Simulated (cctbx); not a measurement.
## Na2Hf3PdO8 across an absorption edge

Space group Cm (no. 8), a = 12.8930 Å, b = 4.1700 Å, c = 6.7970 Å, α = 90.00°, β = 105.87°, γ = 90.00°.

| atom | mult. | x | y | z | Ueq (Å²) |
| --- | --- | --- | --- | --- | --- |
| Hf1 | 2 | 0.7098 | 0 | 0.2894 | 0.0148 |
| Hf2 | 2 | 0.8901 | 1/2 | 0.2810 | 0.0140 |
| Hf3 | 2 | 0.6059 | 0 | 0.7053 | 0.0141 |
| Pd1 | 2 | 0.7838 | 1/2 | 0.6776 | 0.0177 |
| Na1 | 2 | 0.5573 | 1/2 | 0.3624 | 0.0237 |
| Na2 | 2 | 0.9422 | 0 | 0.6697 | 0.0259 |
| O1 | 2 | 0.6129 | 1/2 | 0.6740 | 0.0270 |
| O2 | 2 | 0.7372 | 1/2 | 0.3417 | 0.0266 |
| O3 | 2 | 0.8528 | 1/2 | 0.9964 | 0.0291 |
| O4 | 2 | 0.9466 | 1/2 | 0.6385 | 0.0236 |
| O5 | 2 | 0.5596 | 0 | 0.3560 | 0.0332 |
| O6 | 2 | 0.6557 | 0 | 0.0140 | 0.0362 |
| O7 | 2 | 0.7545 | 0 | 0.6298 | 0.0268 |
| O8 | 2 | 0.8827 | 0 | 0.3347 | 0.0222 |

This is a model crystal, built by substitution and not relaxed, with assumed displacement parameters.

Calculated with cctbx: free-atom f′ and f″ from the Sasaki tables, no fine structure; amplitudes in electrons.

How do |F(hkl)| and |F(−h−k−l)| change across the Hf L3 edge?

```text
E (eV)    f'(Hf)   f''           |F|2 0 1        |F|0 0 3        |F|2 0 0        |F|3 1 0
   8961   -8.71   4.19      147.0/ 150.2    356.4/ 353.3    118.0/ 119.1    220.9/ 219.9
   9311  -10.53   3.93      140.8/ 143.5    348.9/ 345.8    116.2/ 117.0    214.9/ 214.3
   9441  -12.12   3.85      135.4/ 137.7    342.6/ 339.4    114.6/ 115.2    209.8/ 209.4
   9501  -13.48   3.81      130.7/ 132.7    337.3/ 333.8    113.3/ 113.7    205.4/ 205.3
   9531  -14.93   3.79      125.8/ 127.5    331.6/ 328.0    111.9/ 112.1    200.8/ 200.9
   9546  -16.38   3.78      120.9/ 122.3    325.9/ 322.2    110.5/ 110.5    196.2/ 196.6
   9553  -17.69   3.77      116.6/ 117.6    320.9/ 316.9    109.3/ 109.2    192.0/ 192.7
   9557  -19.09   3.77      112.0/ 112.6    315.4/ 311.3    108.0/ 107.7    187.6/ 188.5
   9565  -19.43  10.52      124.6/ 107.2    324.4/ 305.4    113.9/ 102.5    180.5/ 199.2
   9569  -17.84  10.51      129.3/ 113.1    330.4/ 311.9    115.3/ 104.3    185.7/ 203.6
   9576  -16.43  10.49      133.4/ 118.3    335.7/ 317.6    116.6/ 105.8    190.3/ 207.5
   9591  -14.90  10.45      138.1/ 124.0    341.4/ 323.8    117.9/ 107.6    195.3/ 211.8
   9621  -13.37  10.38      142.7/ 129.6    347.0/ 330.1    119.3/ 109.3    200.3/ 216.0
   9711  -11.43  10.16      148.5/ 136.8    354.1/ 338.0    120.9/ 111.6    206.7/ 221.3
   9961   -9.43   9.61      154.2/ 144.1    360.9/ 346.2    122.4/ 114.0    213.4/ 226.4
```

The edge is at 9561 eV. f′ of Hf falls from -12.1 e at 9441 eV to -19.1 e at 4 eV below it, and f″ steps from 3.77 to 10.51 e across it. Over that approach |F| changes by -17 % (2 0 1), -8 % (0 0 3), -6 % (2 0 0) and -11 % (3 1 0): a reflection falls where Hf scatters in phase with the total and rises where it scatters against it; it hardly moves where the Hf term is small or cancels by symmetry or lies in quadrature to the total. The f″ term interferes with the normal scattering with opposite sign for the two Friedel mates. The largest Friedel difference in the scan is 15.0 % of the mean (2 0 1, at 9565 eV).

[Logs are printed without paths, hosts, clocks, repeated set-up lines and the standing remarks that a program may print on its own settings, such as how far it seeks lower states.]
